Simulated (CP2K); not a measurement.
Two runs for the O K edge of borylketene. Run A: CP2K XAS_TDP, all-electron GAPW, PBEh(45%), aug-cc-pVDZ, TDA, no relativity. Run B differs in one setting.

First lines with a strength over 0.0015. A:

```csv
atom,energy (eV),states,"strength, one atom"
O4 (bonded to C),528.90,1,0.0407
,530.60,1,0.0268
,533.41,1,0.0019
,534.76,1,0.0046
,535.30,1,0.0017
```

B:

| atom | energy (eV) | states | strength, one atom |
| --- | --- | --- | --- |
| O4 (bonded to C) | 533.65 | 1 | 0.0403 |
|  | 535.34 | 1 | 0.0265 |
|  | 538.15 | 1 | 0.0019 |
|  | 539.50 | 1 | 0.0046 |
|  | 540.04 | 1 | 0.0016 |

**Question.** Which was it: scalar relativity switched on, the basis, GW2X switched on, the functional?

GW2X switched on. GW2X shifts an atom's lines together and keeps their spacings. Against PBEh(45%) in aug-cc-pVDZ, the leading line moves by +4.75 eV, to 533.65 eV.

[Banner, clock and machine lines of the logs are left out without a mark of their own.]

[Logs are printed without paths, hosts, clocks, repeated set-up lines and the standing remarks that a program may print on its own settings, such as how far it seeks lower states.]

[Hosts, paths, dates, database ids (printed as entryN), source tags and the programs' standing remarks are cut or masked in the printed files.]
